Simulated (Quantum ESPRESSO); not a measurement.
## FeO (Wuestite): energy over the lowest, ferro + against volume, fitted and tested on a withheld row

The database entry behind the starting cell differs from later determinations by our own check (inexact against later determinations), so it need not match the best structure at ambient conditions.

System: FeO (Wuestite), 1 Fe and 1 O in the cell, space group Fm-3m. From the study “How volume moves the moments of FeO (Wuestite)”.

Method: PBE with U = 4.5 eV on Fe d; plane waves with GBRV 1.5 PBE potentials (Quantum ESPRESSO 7.5). Settings shared by all rows: cutoff 544.23 eV, fermi-dirac occupations, smearing width 0.05 eV.

Results; the value marked ? is withheld:

```tsv
volume (factor)	energy over the lowest, ferro + (meV an atom)
0.92	452.78
0.96	408.08
1	?
1.04	386.46
1.08	401.00
```

Fit the rows given and predict the energy over the lowest, ferro + at volume = 1 factor.

**Law.** Energy against volume follows the Birch–Murnaghan form, which is a polynomial in the Eulerian strain: second order (which fixes B′ at 4), a parabola in t = (V/1)^(−2/3) − 1. In symbols, E = c0 + c1 t + c2 t², with energy over the lowest, ferro + in meV an atom.

**Fit.** Least squares on 4 rows gives c0 = 387.513, c1 = 387.45 and c2 = 13175.5.

```tsv
volume (factor)	t	computed	fit	computed − fit
0.92	0.057162	452.78	452.711	0.069
0.96	0.027588	408.08	408.230	-0.150
1.04	-0.025808	386.46	386.289	0.171
1.08	-0.050013	401.00	401.092	-0.092
```

The slope vanishes at t = -0.0147, so the minimum lies at V = 1 × (1 + t)^(−3/2) = 1.022. That is the minimum of this magnetic state alone.

**Prediction.** At volume = 1 factor, t = 0, so the law predicts 387.513 meV an atom. The computed value is 387.46 meV an atom, 0.053 below the prediction. The row lies between fitted rows, so this is an interpolation.

[Logs and program files are shortened in this print: banners, set-up blocks, solver, clock and traceback lines can be left out without a mark of their own.]

[Logs are printed without paths, hosts, clocks, repeated set-up lines and the standing remarks that a program may print on its own settings, such as how far it seeks lower states.]

[Hosts, paths, dates, database ids (printed as entryN), source tags and the programs' standing remarks are cut or masked in the printed files.]

[Where a cell is said to come from a database of computed structures, the database is the Materials Project.]
